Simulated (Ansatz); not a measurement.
# Current against voltage: 1,4-phenylene with direct metal-carbon ends, between Au atomic chains

Aim: the current at finite bias, with the potential solved under it.

Main program and level: Ansatz 0.2.0; DFT PBE, plane waves, PAW; relaxation of a junction, electrodes held but for their tips, in the first sound run; inputs show where later runs differ.

**1. The structure**

The cell holds 42 atoms: 32 Au, 6 C and 4 H. Cell: a = 9.800 Å, b = 6.000 Å, c = 98.881 Å, α = 90.0°, β = 90.0°, γ = 90.0°. Electrodes: Au atomic chain; the apex atoms were set 6.881 Å apart; the free molecule is c1ccccc1. Regions: lower lead, 16 atoms (16 Au); bridge, 10 atoms (6 C and 4 H); upper lead, 16 atoms (16 Au). Vacuum lies along a, b and c.

**2. Relaxing the junction**

The bridge and the electrodes' tips relax, while 28 atoms stay at the lead's spacing, so that the ends still repeat as a lead. The cutoff is set under the files' recommended one to save time.

input.yaml reads:

```yaml
crystal:
  lattice:
    - [9.8, 0.0, 0.0]
    - [0.0, 6.0, 0.0]
    - [0.0, 0.0, 98.881251389]
  atoms:
    - { symbol: Au, position: [0.499999993, 0.499999652, 0.0] }
    - { symbol: Au, position: [0.499999993, 0.499999652, 0.026294166] }
    - { symbol: Au, position: [0.499999993, 0.499999652, 0.052588331] }
    - { symbol: Au, position: [0.499999993, 0.499999652, 0.078882497] }
    - { symbol: Au, position: [0.499999993, 0.499999652, 0.105176662] }
    - { symbol: Au, position: [0.499999993, 0.499999652, 0.131470828] }
    - { symbol: Au, position: [0.499999993, 0.499999652, 0.157764994] }
    - { symbol: Au, position: [0.499999993, 0.499999652, 0.184059159] }
    - { symbol: Au, position: [0.499999993, 0.499999652, 0.210353325] }
    - { symbol: Au, position: [0.499999993, 0.499999652, 0.236647491] }
    - { symbol: Au, position: [0.499999993, 0.499999652, 0.262941656] }
    - { symbol: Au, position: [0.499999993, 0.499999652, 0.289235822] }
    - { symbol: Au, position: [0.499999993, 0.499999652, 0.315529987] }
    - { symbol: Au, position: [0.499999993, 0.499999652, 0.341824153] }
    - { symbol: Au, position: [0.499999993, 0.499999652, 0.368118319] }
    - { symbol: Au, position: [0.499999993, 0.499999652, 0.394412484] }
    - { symbol: C, position: [0.499999943, 0.500000003, 0.415101947] }
    - { symbol: C, position: [0.388152291, 0.500000092, 0.422154981] }
    - { symbol: C, position: [0.388152355, 0.500000309, 0.436261051] }
    - { symbol: C, position: [0.500000015, 0.500000218, 0.443314084] }
    - { symbol: C, position: [0.611847641, 0.500000348, 0.436261044] }
    - { symbol: C, position: [0.61184759, 0.500000205, 0.422154978] }
    - { symbol: H, position: [0.301010062, 0.49999976, 0.416659854] }
    - { symbol: H, position: [0.301010117, 0.500000236, 0.441756174] }
    - { symbol: H, position: [0.698989938, 0.500000062, 0.441756152] }
    - { symbol: H, position: [0.698989818, 0.499999849, 0.416659858] }
    - { symbol: Au, position: [0.499999993, 0.499999652, 0.464003547] }
    - { symbol: Au, position: [0.499999993, 0.499999652, 0.490297713] }
    - { symbol: Au, position: [0.499999993, 0.499999652, 0.516591878] }
    - { symbol: Au, position: [0.499999993, 0.499999652, 0.542886044] }
    - { symbol: Au, position: [0.499999993, 0.499999652, 0.56918021] }
    - { symbol: Au, position: [0.499999993, 0.499999652, 0.595474375] }
    - { symbol: Au, position: [0.499999993, 0.499999652, 0.621768541] }
    - { symbol: Au, position: [0.499999993, 0.499999652, 0.648062706] }
    - { symbol: Au, position: [0.499999993, 0.499999652, 0.674356872] }
    - { symbol: Au, position: [0.499999993, 0.499999652, 0.700651038] }
    - { symbol: Au, position: [0.499999993, 0.499999652, 0.726945203] }
    - { symbol: Au, position: [0.499999993, 0.499999652, 0.753239369] }
    - { symbol: Au, position: [0.499999993, 0.499999652, 0.779533534] }
    - { symbol: Au, position: [0.499999993, 0.499999652, 0.8058277] }
    - { symbol: Au, position: [0.499999993, 0.499999652, 0.832121866] }
    - { symbol: Au, position: [0.499999993, 0.499999652, 0.858416031] }
kpoints:
  mp_grid: { grid: [1, 1, 1] }
scf:
  occupations: { method: fermi_dirac, width: 0.1 }
hamiltonian:
  xc: pbe
relax:
  constraints:
    - { sites: [0, 1, 2, 3, 4, 5, 6, 7, 8, 9, 10, 11, 12, 13, 28, 29, 30, 31, 32, 33, 34, 35, 36, 37, 38, 39, 40, 41] }
  f_tol: 0.07
  max_steps: 30
basis:
  ecutwfc: "340 eV"
```

Command:

```sh
$ ansatz run input.yaml --threads 8 --pin off --max-ram 16384MiB --backend cpu --events-out ev --progress --plain --runs-dir out
```

Numbers of over 12 decimals in the logs are rounded to 6 here.

Log:

```text
Warning: the atoms were moved onto the symmetric positions of the space group found under crystal.symmetry.tolerance 1.0e-5 (fractional; no operation is sought that the atoms, as they stand in a round, miss by more than twice it, and no atom is moved by as much as it), and the run uses the moved positions. Before a round's move an operation carried an atom to 7.05e-6 Å from where it should land, the largest such dist [...]
Warning: basis.ecutwfc = 340 eV is below the records' recommended 420 eV, and the density's cutoff is lower with it unless basis.ecutrho_ratio is high enough to keep the records' density cutoff: compare with a run at a higher cutoff
Engine: ansatz 0.2.0, aarch64-unknown-linux-gnu
Pseudopotentials: kind: paw
Pseudopotential: Au, paw, valence charge 19, recommended cutoff 420 eV (normal), Au.paw.azcp
Pseudopotential: C, paw, valence charge 4, recommended cutoff 420 eV (normal), C.paw.azcp
Pseudopotential: H, paw, valence charge 1, recommended cutoff 420 eV (normal), H.paw.azcp
Functional definition: PBE
  parameter kappa = 0.804
  parameter beta = 0.066725
  exchange = pbe_x(kappa = kappa, mu = beta*pi^2/3)
  correlation = pbe_c(beta = beta)
Crystal: 42 atoms, lattice volume = 5814.218 Å³
Basis set: ecut = 340 eV, 82463 PW (Γ), exchange–correlation on 120×80×1200 points (8 copies of the dense FFT grid, shifted against one another)
Bands: 382, of which v1, the nominal top of the filled ones, is band 318 counted from 1 (317 counted from 0)
Symmetry: 8 space group operations
Space group: Pmmm (ITA 47), of the structure as read, at distance tolerance 1.8e-4 Å
k-points: 1
Non-local potential: Au, projectors of the file, l = 0: 3, l = 1: 2, l = 2: 2, l = 3: 1
Non-local potential: C, projectors of the file, l = 0: 2, l = 1: 2, l = 2: 1
Non-local potential: H, projectors of the file, l = 0: 2, l = 1: 1
PAW form: soft (Blöchl's): semilocal exchange-correlation on the pseudo side does not see the compensation charge
PAW one-centre angular grid: Au, 590 points (default); XC on 64 Gauss nodes
PAW one-centre angular grid: C, 110 points (default); XC on 64 Gauss nodes
PAW one-centre angular grid: H, 110 points (default); XC on 64 Gauss nodes
Initial density: superposition of atomic densities (neutral atoms: chi_scale 0, normalization atom), corrected by the library's trained network
Initial wavefunctions: pseudopotential atomic-orbital guess
Functional: x = pbe(κ = 0.804, μ = 0.219515), c = pbe(β = 0.066725)
SCF iter   1: F=—  HF=-422297.721772 eV  |F-HF|=—  |Δ(HF+E_count)|=         —  Δρ=3.99e-3  dr2=6.39e0  ethr=1.77e-3  ⟨swp⟩=9.0  Hψ=1722  notcnv=0  defer=9
preconditioner: auto → LDOS  [metal: Δε(μ)=0.200 eV  Ē_g=6.526 eV  σ=0.100 eV  W_gap=0.45  n_scr=648 (ndim 8)  ℏωp=9.5 eV  f_vac=0.752  D(μ)=35.94/eV (n_scr^D=96)  β→1.0]
SCF iter   2: F=—  HF=-422297.541362 eV  |F-HF|=—  |Δ(HF+E_count)|=   1.80e-1  Δρ=1.86e-3  dr2=3.50e-1  ethr=1.00e-3  ⟨swp⟩=2.0  Hψ=643  notcnv=0  defer=41
SCF iter   3: F=—  HF=-422297.563006 eV  |F-HF|=—  |Δ(HF+E_count)|=   2.16e-2  Δρ=1.37e-3  dr2=2.00e-1  ethr=5.50e-5  ⟨swp⟩=2.0  Hψ=672  notcnv=0  defer=41
SCF iter   4: F=—  HF=-422297.528339 eV  |F-HF|=—  |Δ(HF+E_count)|=   3.47e-2  Δρ=3.58e-4  dr2=2.19e-2  ethr=3.15e-5  ⟨swp⟩=2.0  Hψ=569  notcnv=0  defer=41
SCF iter   5: F=—  HF=-422297.529312 eV  |F-HF|=—  |Δ(HF+E_count)|=   9.73e-4  Δρ=1.77e-4  dr2=6.30e-3  ethr=3.44e-6  ⟨swp⟩=2.0  Hψ=566  notcnv=0  defer=37
SCF iter   6: F=—  HF=-422297.530635 eV  |F-HF|=—  |Δ(HF+E_count)|=   1.32e-3  Δρ=7.67e-5  dr2=1.06e-3  ethr=9.91e-7  ⟨swp⟩=2.0  Hψ=443  notcnv=0  defer=37
SCF iter   7: F=—  HF=-422297.530758 eV  |F-HF|=—  |Δ(HF+E_count)|=   1.23e-4  Δρ=3.98e-5  dr2=2.27e-4  ethr=1.66e-7  ⟨swp⟩=2.0  Hψ=524  notcnv=0  defer=37
SCF iter   8: F=-422297.530799 eV  HF=-422297.530827 eV  |F-HF|=2.79e-5  |Δ(HF+E_count)|=   6.91e-5  Δρ=2.27e-5  dr2=7.15e-5  ethr=1.57e-8  ⟨swp⟩=3.0  Hψ=1227  notcnv=0
SCF 1 converged in 8 iterations: F = -422297.530799 eV  dr2 = 7.15e-5
  greatest PAW one-centre occupation: 1.001 electrons in one spin orbital (limit 2), on the Au atom at site 26 (counted from 0), in its partial waves of l = 0
relax step   1: F+E_penalty+E_count = -422297.53079935 eV  Δ(F+E_penalty+E_count) = +0.000e0 eV  max|allowed force component| = 3.474e0 eV/Å  Δτ_max = 0.0000 Å  (8 SCF iters, dr2 threshold 1.00e-4 eV, accepted)
Initial density: handed on by an earlier stage of this run
Initial wavefunctions: those handed on with the density
SCF iter   1: F=—  HF=-422299.774345 eV  |F-HF|=—  |Δ(HF+E_count)|=         —  Δρ=6.04e-3  dr2=2.70e1  ethr=3.10e-3  ⟨swp⟩=4.0  Hψ=776  notcnv=0  defer=15
preconditioner: auto → LDOS  [metal: Δε(μ)=0.059 eV  Ē_g=6.443 eV  σ=0.100 eV  W_gap=0.14  n_scr=648 (ndim 8)  ℏωp=9.5 eV  f_vac=0.749  D(μ)=36.21/eV (n_scr^D=96)  β→1.0]
SCF iter   2: F=—  HF=-422299.266128 eV  |F-HF|=—  |Δ(HF+E_count)|=   5.08e-1  Δρ=1.85e-3  dr2=3.55e-1  ethr=3.10e-3  ⟨swp⟩=2.0  Hψ=599  notcnv=0  defer=33
SCF iter   3: F=—  HF=-422299.332465 eV  |F-HF|=—  |Δ(HF+E_count)|=   6.63e-2  Δρ=9.46e-4  dr2=1.36e-1  ethr=5.57e-5  ⟨swp⟩=3.0  Hψ=846  notcnv=0  defer=42
SCF iter   4: F=—  HF=-422299.315741 eV  |F-HF|=—  |Δ(HF+E_count)|=   1.67e-2  Δρ=4.55e-4  dr2=5.10e-2  ethr=2.13e-5  ⟨swp⟩=3.0  Hψ=746  notcnv=0  defer=41
SCF iter   5: F=—  HF=-422299.311923 eV  |F-HF|=—  |Δ(HF+E_count)|=   3.82e-3  Δρ=2.13e-4  dr2=1.10e-2  ethr=8.02e-6  ⟨swp⟩=2.0  Hψ=524  notcnv=0  defer=41
SCF iter   6: F=—  HF=-422299.310478 eV  |F-HF|=—  |Δ(HF+E_count)|=   1.44e-3  Δρ=7.46e-5  dr2=1.59e-3  ethr=1.73e-6  ⟨swp⟩=2.0  Hψ=525  notcnv=0  defer=41
SCF iter   7: F=—  HF=-422299.311176 eV  |F-HF|=—  |Δ(HF+E_count)|=   6.98e-4  Δρ=2.97e-5  dr2=1.55e-4  ethr=2.50e-7  ⟨swp⟩=2.0  Hψ=527  notcnv=0  defer=41
SCF iter   8: F=—  HF=-422299.311523 eV  |F-HF|=—  |Δ(HF+E_count)|=   3.47e-4  Δρ=1.30e-5  dr2=2.22e-5  ethr=2.44e-8  ⟨swp⟩=3.0  Hψ=528  notcnv=0  defer=41
SCF iter   9: F=-422299.311519 eV  HF=-422299.311521 eV  |F-HF|=1.87e-6  |Δ(HF+E_count)|=   2.87e-6  Δρ=5.32e-6  dr2=6.05e-6  ethr=3.49e-9  ⟨swp⟩=4.0  Hψ=1073  notcnv=0
smearing: bands 315 to 318 share 6.483 electrons (they would hold 6.000 with every lower band full and every higher one empty; bands counted from 0; each is filled to between 0.7927 and 0.8166 of a full level; at each k-point the levels lie within 1.5e-2 eV, against a smearing width of 0.1000 eV). The entropy term TS of this state is 1.4335 eV
SCF 2 converged in 9 iterations: F = -422299.311519 eV  dr2 = 6.05e-6
relax step   2: F+E_penalty+E_count = -422299.31151864 eV  Δ(F+E_penalty+E_count) = -1.781e0 eV  max|allowed force component| = 9.148e-1 eV/Å  Δτ_max = 0.1416 Å  (9 SCF iters, dr2 threshold 1.00e-4 eV, accepted)
iter 1 solved again at ethr=8.55e-4 eV; its pass at ethr=3.10e-3 eV (dr2=5.44e0 eV) is discarded
SCF iter   1: F=—  HF=-422299.603108 eV  |F-HF|=—  |Δ(HF+E_count)|=         —  Δρ=2.68e-3  dr2=5.33e0  ethr=8.55e-4  ⟨swp⟩=1.0  Hψ=1187  notcnv=0  defer=34
preconditioner: auto → LDOS  [metal: Δε(μ)=0.061 eV  Ē_g=6.443 eV  σ=0.100 eV  W_gap=0.15  n_scr=648 (ndim 8)  ℏωp=9.5 eV  f_vac=0.748  D(μ)=39.73/eV (n_scr^D=114)  β→1.0]
SCF iter   2: F=—  HF=-422299.494203 eV  |F-HF|=—  |Δ(HF+E_count)|=   1.09e-1  Δρ=8.45e-4  dr2=1.45e-1  ethr=8.39e-4  ⟨swp⟩=2.0  Hψ=354  notcnv=0  defer=34
SCF iter   3: F=—  HF=-422299.512189 eV  |F-HF|=—  |Δ(HF+E_count)|=   1.80e-2  Δρ=4.23e-4  dr2=3.19e-2  ethr=2.28e-5  ⟨swp⟩=3.0  Hψ=647  notcnv=0  defer=42
SCF iter   4: F=—  HF=-422299.509193 eV  |F-HF|=—  |Δ(HF+E_count)|=   3.00e-3  Δρ=1.99e-4  dr2=7.87e-3  ethr=5.02e-6  ⟨swp⟩=3.0  Hψ=729  notcnv=0  defer=42
SCF iter   5: F=—  HF=-422299.508846 eV  |F-HF|=—  |Δ(HF+E_count)|=   3.47e-4  Δρ=9.20e-5  dr2=1.83e-3  ethr=1.24e-6  ⟨swp⟩=2.0  Hψ=624  notcnv=0  defer=42
SCF iter   6: F=—  HF=-422299.508640 eV  |F-HF|=—  |Δ(HF+E_count)|=   2.06e-4  Δρ=3.42e-5  dr2=1.30e-4  ethr=2.88e-7  ⟨swp⟩=2.0  Hψ=525  notcnv=0  defer=42
SCF iter   7: F=—  HF=-422299.508849 eV  |F-HF|=—  |Δ(HF+E_count)|=   2.09e-4  Δρ=1.52e-5  dr2=3.09e-5  ethr=2.04e-8  ⟨swp⟩=3.0  Hψ=623  notcnv=0  defer=42
SCF iter   8: F=—  HF=-422299.508957 eV  |F-HF|=—  |Δ(HF+E_count)|=   1.08e-4  Δρ=4.55e-6  dr2=3.67e-6  ethr=4.86e-9  ⟨swp⟩=4.0  Hψ=1071  notcnv=0
SCF iter   9: F=-422299.508958 eV  HF=-422299.508957 eV  |F-HF|=1.50e-7  |Δ(HF+E_count)|=   2.72e-7  Δρ=2.44e-6  dr2=8.00e-7  ethr=5.77e-10  ⟨swp⟩=2.0  Hψ=910  notcnv=0
smearing: bands 315 to 318 share 6.474 electrons (they would hold 6.000 with every lower band full and every higher one empty; bands counted from 0; each is filled to between 0.7866 and 0.8172 of a full level; at each k-point the levels lie within 1.9e-2 eV, against a smearing width of 0.1000 eV). The entropy term TS of this state is 1.4386 eV
SCF 3 converged in 9 iterations: F = -422299.508958 eV  dr2 = 8.00e-7
relax step   3: F+E_penalty+E_count = -422299.50895758 eV  Δ(F+E_penalty+E_count) = -1.974e-1 eV  max|allowed force component| = 1.087e-1 eV/Å  Δτ_max = 0.0704 Å  (9 SCF iters, dr2 threshold 5.23e-5 eV, accepted)
SCF iter   1: F=—  HF=-422299.513278 eV  |F-HF|=—  |Δ(HF+E_count)|=         —  Δρ=2.96e-4  dr2=1.62e-2  ethr=3.16e-4  ⟨swp⟩=3.0  Hψ=849  notcnv=0  defer=40
preconditioner: auto → LDOS  [metal: Δε(μ)=0.143 eV  Ē_g=6.447 eV  σ=0.100 eV  W_gap=0.32  n_scr=648 (ndim 8)  ℏωp=9.5 eV  f_vac=0.749  D(μ)=40.84/eV (n_scr^D=118)  β→1.0]
SCF iter   2: F=—  HF=-422299.512903 eV  |F-HF|=—  |Δ(HF+E_count)|=   3.74e-4  Δρ=1.43e-4  dr2=2.65e-3  ethr=2.54e-6  ⟨swp⟩=3.0  Hψ=648  notcnv=0  defer=41
SCF iter   3: F=—  HF=-422299.512639 eV  |F-HF|=—  |Δ(HF+E_count)|=   2.64e-4  Δρ=8.75e-5  dr2=1.10e-3  ethr=4.16e-7  ⟨swp⟩=3.0  Hψ=644  notcnv=0  defer=41
SCF iter   4: F=—  HF=-422299.512369 eV  |F-HF|=—  |Δ(HF+E_count)|=   2.71e-4  Δρ=2.72e-5  dr2=1.04e-4  ethr=1.74e-7  ⟨swp⟩=2.0  Hψ=524  notcnv=0  defer=41
SCF iter   5: F=—  HF=-422299.512394 eV  |F-HF|=—  |Δ(HF+E_count)|=   2.53e-5  Δρ=1.08e-5  dr2=1.78e-5  ethr=1.64e-8  ⟨swp⟩=3.0  Hψ=532  notcnv=0  defer=41
SCF iter   6: F=—  HF=-422299.512741 eV  |F-HF|=—  |Δ(HF+E_count)|=   3.47e-4  Δρ=4.95e-6  dr2=2.95e-6  ethr=2.80e-9  ⟨swp⟩=2.0  Hψ=530  notcnv=0  defer=41
SCF iter   7: F=—  HF=-422299.512742 eV  |F-HF|=—  |Δ(HF+E_count)|=   9.79e-7  Δρ=1.42e-6  dr2=2.71e-7  ethr=4.63e-10  ⟨swp⟩=2.0  Hψ=626  notcnv=0  defer=41
SCF iter   8: F=-422299.512742 eV  HF=-422299.512742 eV  |F-HF|=3.31e-8  |Δ(HF+E_count)|=   1.23e-7  Δρ=6.78e-7  dr2=4.80e-8  ethr=1.57e-11  ⟨swp⟩=5.0  Hψ=1219  notcnv=0
smearing: bands 315 to 318 share 6.470 electrons (they would hold 6.000 with every lower band full and every higher one empty; bands counted from 0; each is filled to between 0.7852 and 0.8170 of a full level; at each k-point the levels lie within 2.0e-2 eV, against a smearing width of 0.1000 eV). The entropy term TS of this state is 1.4394 eV
SCF 4 converged in 8 iterations: F = -422299.512742 eV  dr2 = 4.80e-8
relax step   4: F+E_penalty+E_count = -422299.51274239 eV  Δ(F+E_penalty+E_count) = -3.785e-3 eV  max|allowed force component| = 4.834e-2 eV/Å  Δτ_max = 0.0170 Å  (8 SCF iters, accepted)
SCF converged after 8 iterations
Free energy (F): -422299.512742 eV
Harris-Foulkes:  -422299.512742 eV  (|F-HF|=3.31e-8)
Internal energy: -422298.073295 eV  (E = F + TS)
E sigma→0 (E₀):  -422298.793019 eV
Entropy (-TS):   -1.439448 eV (-34.273 meV/atom)
Fermi energy:    -3.800120 eV
--- Per-component energies (eV) ---
  E_band       = -20193.463744
  E_kinetic    = 19976.292326
  E_local      = -328311.320493  (includes V_loc(G=0)·N_el)
  E_nonlocal   = 2560.726410
  E_hartree    = 153186.162003
  E_xc         = -7551.604994
  E_vxc        = -9106.590152  (∫ρ·V_xc dr)
  E_paw        = -311246.507805  (= ΣΔE_a)
  E_vpaw       = -11685.002253  (= ΣTr[D̂ρ^β])
  E_aug_tail   = 0.110046  (compensation charges beyond the density's cutoff)
  E_ewald      = 49088.069212
  E_smearing   = -1.439448  (= −TS)
  E_closure    = -0.000000  (closes the sum)
  Σ components = -422299.512742   (vs F -422299.512742, Δ=0.00e0)
--- Forces (eV/Å), atoms counted from 1 ---
  atom   1  Au     0.00000000    -0.00000000     0.47486008
  atom   2  Au     0.00000000     0.00000000    -0.41980856
  atom   3  Au    -0.00000000     0.00000000     0.11271251
  atom   4  Au     0.00000000     0.00000000    -0.01984715
  atom   5  Au     0.00000000    -0.00000000    -0.00859439
  atom   6  Au    -0.00000000     0.00000000     0.01779863
  atom   7  Au     0.00000000     0.00000000    -0.02152297
  atom   8  Au    -0.00000000     0.00000000     0.01465435
  atom   9  Au    -0.00000000    -0.00000000    -0.00370351
  atom  10  Au    -0.00000000     0.00000000    -0.00383015
  atom  11  Au     0.00000000     0.00000000     0.01337384
  atom  12  Au    -0.00000000     0.00000000    -0.02292746
  atom  13  Au     0.00000000    -0.00000000    -0.00275497
  atom  14  Au    -0.00000000     0.00000000    -0.06438832
  atom  15  Au     0.00000000    -0.00000000     0.04833513
  atom  16  Au     0.00000000     0.00000000    -0.00802997
  atom  17  C      0.00000000     0.00000000    -0.02278190
  atom  18  C      0.02309772     0.00000000    -0.02327129
  atom  19  C      0.02309772     0.00000000     0.02327129
  atom  20  C      0.00000000     0.00000000     0.02278190
  atom  21  C     -0.02309772    -0.00000000     0.02327129
  atom  22  C     -0.02309772     0.00000000    -0.02327129
  atom  23  H     -0.00190679     0.00000000     0.02461827
  atom  24  H     -0.00190679     0.00000000    -0.02461827
  atom  25  H      0.00190679     0.00000000    -0.02461827
  atom  26  H      0.00190679     0.00000000     0.02461827
  atom  27  Au     0.00000000     0.00000000     0.00802997
  atom  28  Au     0.00000000     0.00000000    -0.04833513
  atom  29  Au    -0.00000000     0.00000000     0.06438832
  atom  30  Au    -0.00000000     0.00000000     0.00275497
  atom  31  Au    -0.00000000     0.00000000     0.02292746
  atom  32  Au     0.00000000     0.00000000    -0.01337384
  atom  33  Au     0.00000000     0.00000000     0.00383015
  atom  34  Au     0.00000000     0.00000000     0.00370351
  atom  35  Au    -0.00000000     0.00000000    -0.01465435
  atom  36  Au     0.00000000     0.00000000     0.02152297
  atom  37  Au    -0.00000000     0.00000000    -0.01779863
  atom  38  Au     0.00000000    -0.00000000     0.00859439
  atom  39  Au     0.00000000     0.00000000     0.01984715
  atom  40  Au     0.00000000     0.00000000    -0.11271251
  atom  41  Au     0.00000000     0.00000000     0.41980856
  atom  42  Au     0.00000000    -0.00000000    -0.47486008
  max |Σ_I F_I| component: 7.37e-18 eV/Å
--- Relaxed structure (4 steps of the walk, 4 accepted, 0 SCFs on fresh bases) ---
  F+E_penalty+E_count = -422299.51274239 eV   max|allowed force component| = 4.834e-2 eV/Å
  atoms:
    - { symbol: Au, position: [0.5, 0.5, -6.428571245932954e-10] }
    - { symbol: Au, position: [0.5, 0.5, 0.026294] }
    - { symbol: Au, position: [0.5, 0.5, 0.052588] }
    - { symbol: Au, position: [0.5, 0.5, 0.078882] }
    - { symbol: Au, position: [0.5, 0.5, 0.105177] }
    - { symbol: Au, position: [0.5, 0.5, 0.131471] }
    - { symbol: Au, position: [0.5, 0.5, 0.157765] }
    - { symbol: Au, position: [0.5, 0.5, 0.184059] }
    - { symbol: Au, position: [0.5, 0.5, 0.210353] }
    - { symbol: Au, position: [0.5, 0.5, 0.236647] }
    - { symbol: Au, position: [0.5, 0.5, 0.262942] }
    - { symbol: Au, position: [0.5, 0.5, 0.289236] }
    - { symbol: Au, position: [0.5, 0.5, 0.315530] }
    - { symbol: Au, position: [0.5, 0.5, 0.341824] }
    - { symbol: Au, position: [0.5, 0.5, 0.368157] }
    - { symbol: Au, position: [0.5, 0.5, 0.394946] }
    - { symbol: C, position: [0.5, 0.5, 0.415164] }
    - { symbol: C, position: [0.375914, 0.5, 0.422103] }
    - { symbol: C, position: [0.375914, 0.5, 0.436313] }
    - { symbol: C, position: [0.5, 0.5, 0.443252] }
    - { symbol: C, position: [0.624086, 0.5, 0.436313] }
    - { symbol: C, position: [0.624086, 0.5, 0.422103] }
    - { symbol: H, position: [0.278643, 0.5, 0.416724] }
    - { symbol: H, position: [0.278643, 0.5, 0.441692] }
    - { symbol: H, position: [0.721357, 0.5, 0.441692] }
    - { symbol: H, position: [0.721357, 0.5, 0.416724] }
    - { symbol: Au, position: [0.5, 0.5, 0.463470] }
    - { symbol: Au, position: [0.5, 0.5, 0.490259] }
    - { symbol: Au, position: [0.5, 0.5, 0.516592] }
    - { symbol: Au, position: [0.5, 0.5, 0.542886] }
    - { symbol: Au, position: [0.5, 0.5, 0.569180] }
    - { symbol: Au, position: [0.5, 0.5, 0.595474] }
    - { symbol: Au, position: [0.5, 0.5, 0.621769] }
    - { symbol: Au, position: [0.5, 0.5, 0.648063] }
    - { symbol: Au, position: [0.5, 0.5, 0.674357] }
    - { symbol: Au, position: [0.5, 0.5, 0.700651] }
    - { symbol: Au, position: [0.5, 0.5, 0.726945] }
    - { symbol: Au, position: [0.5, 0.5, 0.753239] }
    - { symbol: Au, position: [0.5, 0.5, 0.779534] }
    - { symbol: Au, position: [0.5, 0.5, 0.805828] }
    - { symbol: Au, position: [0.5, 0.5, 0.832122] }
    - { symbol: Au, position: [0.5, 0.5, 0.858416] }
```

The job ended after 64 s (8 threads of Arm Neoverse V2, shared host; peak memory 4.5 GiB; 7.8 min of CPU time).

(Part 1 of 2 ends here.)

[Logs are printed without paths, hosts, clocks, repeated set-up lines and the standing remarks that a program may print on its own settings, such as how far it seeks lower states.]

[Hosts, paths, dates, database ids (printed as entryN), source tags and the programs' standing remarks are cut or masked in the printed files.]
